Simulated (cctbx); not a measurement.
**Occupancies in La3Er2Pb3Cl**

Cell a = 9.5690 Å, b = 9.5690 Å, c = 6.9040 Å, α = 90.00°, β = 90.00°, γ = 120.00°; space group P6_3/mcm (no. 193); nominal formula La3Er2Pb3Cl.

Simulated single-crystal data (cctbx): Ga Kα, λ = 1.3414 Å, to d = 0.8 Å, 50 % of the full sphere, strongest reflection 40000 counts, noise from counting, a 6 % proportional error and a noise floor of 4 counts (s.d.); no absorption, and some extinction, which the refinements don't model.

With every site full:

```text
Rint 0.047, 226 unique reflections to 0.80 A
cycle     R1     wR2    GooF  max shift (A)
   1  0.1282  0.2758  11.109   0.00041
   2  0.0109  0.0269   1.082   0.00000
final R1 0.0109 wR2 0.0269 GooF 1.082  parameters 12  data/parameter 18.8
atom        x        y        z      Ueq    occ   su(xyz)  su(Uiso or U11)
Pb1    0.61671  0.00000  0.25000   0.0023  1.000  0.00002  0.0001
Er1    0.66667  0.33333  0.00000   0.0053  1.000  0.00000  0.0002
La1    0.26334  0.00000  0.25000   0.0030  1.000  0.00003  0.0002
Cl1    0.00000  0.00000  0.00000   0.0045  1.000  0.00000  0.0007
difference map: max 1.12 min -1.62 rms 0.24
Q1    0.0000  0.4619  0.0249   12    1.12  2.04 A from Pb1
Q2    0.1763  0.3526  0.0000   12    0.94  2.26 A from La1
Q3    0.2442  0.5385  0.7500   12    0.79  2.04 A from Er1
Q4    0.0993  0.5202  0.7500   12    0.70  1.17 A from Pb1
Q5    0.0626  0.2280  0.9939   24    0.68  1.95 A from La1
Q6    0.1478  0.3198  0.2500   12    0.62  1.24 A from La1
```

With the occupancies of the suspect sites free, each still typed as its main element:

```text
Rint 0.047, 226 unique reflections to 0.80 A
cycle     R1     wR2    GooF  max shift (A)
   1  0.0729  0.1614   6.517   0.00006
   5  0.0102  0.0229   0.923   0.00000
final R1 0.0102 wR2 0.0228 GooF 0.922  parameters 13  data/parameter 17.4
atom        x        y        z      Ueq    occ   su(xyz)  su(Uiso or U11)
Pb1    0.61670  0.00000  0.25000   0.0025  1.000  0.00002  0.0001
Er1    0.66667  0.33333  0.00000   0.0043  0.976  0.00000  0.0002
La1    0.26335  0.00000  0.25000   0.0032  1.000  0.00003  0.0001
Cl1    0.00000  0.00000  0.00000   0.0048  1.000  0.00000  0.0006
su of occupancy Er1: 0.003
difference map: max 1.08 min -0.94 rms 0.22
Q1    0.0000  0.4622  0.0262   12    1.08  2.05 A from Pb1
Q2    0.1776  0.3552  0.0000   12    0.85  2.27 A from La1
Q3    0.2426  0.5364  0.7500   12    0.75  2.03 A from Pb1
Q4    0.0998  0.5206  0.7500   12    0.74  1.18 A from Pb1
Q5    0.0621  0.2281  0.9941   24    0.63  1.95 A from La1
Q6    0.1459  0.3191  0.2500   12    0.58  1.22 A from La1
```

**Question.** What is the disorder?

X-rays count electrons. Er1 refines to 0.976(0.003), or 66.4 electrons; the site truly holds 0.97 Er, 66.0 electrons, which is 0.970 of Er. A value under 1 can't tell vacancies from a lighter guest, and one over 1 needs a heavier guest; chemistry or a second radiation must settle which. Occupancy correlates with U and the scale, so the match is approximate.

Freeing them takes R1 from 0.0109 to 0.0102 and GooF from 1.08 to 0.92.

The model is made up (kin elements in a known structure type, no relaxation), so it says nothing on whether the phase exists.

[Middle refinement cycles are left out of these outputs.]

[Logs are printed without paths, hosts, clocks, repeated set-up lines and the standing remarks that a program may print on its own settings, such as how far it seeks lower states.]
